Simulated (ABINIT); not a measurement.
Planning a run of ABINIT 10.8.3 on YVO4 (I4_1/amd). The input:

```
acell 3*1.0 Angstrom
rprim 
  -3.559150000000 3.559150000000 3.144650000000
  3.559150000000 -3.559150000000 3.144650000000
  3.559150000000 3.559150000000 -3.144650000000
ntypat 3
znucl 39 23 8
natom 12
typat 1 1 2 2 3 3 3 3 3 3 3 3
xred 
  0.750000000000 0.250000000000 0.500000000000
  0.000000000000 0.000000000000 0.000000000000
  0.500000000000 0.500000000000 0.000000000000
  0.250000000000 0.750000000000 0.500000000000
  0.510000000000 0.325800000000 0.184200000000
  0.075800000000 0.391600000000 0.315800000000
  0.141600000000 0.325800000000 0.815800000000
  0.075800000000 0.760000000000 0.684200000000
  0.240000000000 0.924200000000 0.315800000000
  0.674200000000 0.490000000000 0.815800000000
  0.608400000000 0.924200000000 0.684200000000
  0.674200000000 0.858400000000 0.184200000000
pp_dirpath "pseudos"
pseudos "Y.upf, V.upf, O.upf"
ecut 38
ngkpt 2 2 2
nshiftk 1
shiftk 0 0 0
kptopt 1
chksymbreak 0
iscf -2
irdden 1
istwfk *1
nband 121
nbdbuf 10
tolwfr 1e-09
nstep 60
prtvol 0
indata_prefix "in"
outdata_prefix "out"
tmpdata_prefix "tmp"
```

```sh
OMP_NUM_THREADS=1 mpirun -n 4 abinit run.abi > log
```

**Question.** How long will it take on 4 MPI ranks of Arm Neoverse V1, shared host, and how much memory?

It took 62 s; on shared hardware allow 31 s to 2.1 min. Peak host memory was 0.51 GiB.

[Paths, hosts, dates, memory and timing lines, banners, echoed tables and standing remarks are left out of the program output.]

[Logs are printed without paths, hosts, clocks, repeated set-up lines and the standing remarks that a program may print on its own settings, such as how far it seeks lower states.]

[Runs of the session that timed out or met a known fault of the program may be left out.]

[Hosts, paths, dates, database ids (printed as entryN), source tags and the programs' standing remarks are cut or masked in the printed files.]

[G0W0 gaps are taken among the corrected bands and points alone; a level outside them can change the order at an edge.]

[Where Ansatz stands beside ABINIT at settings called matched, ABINIT's density can come from a denser mesh and the files from another edition; pairs whose starting gaps differed by over 0.03 eV were left out, so agreement reads better than it is.]
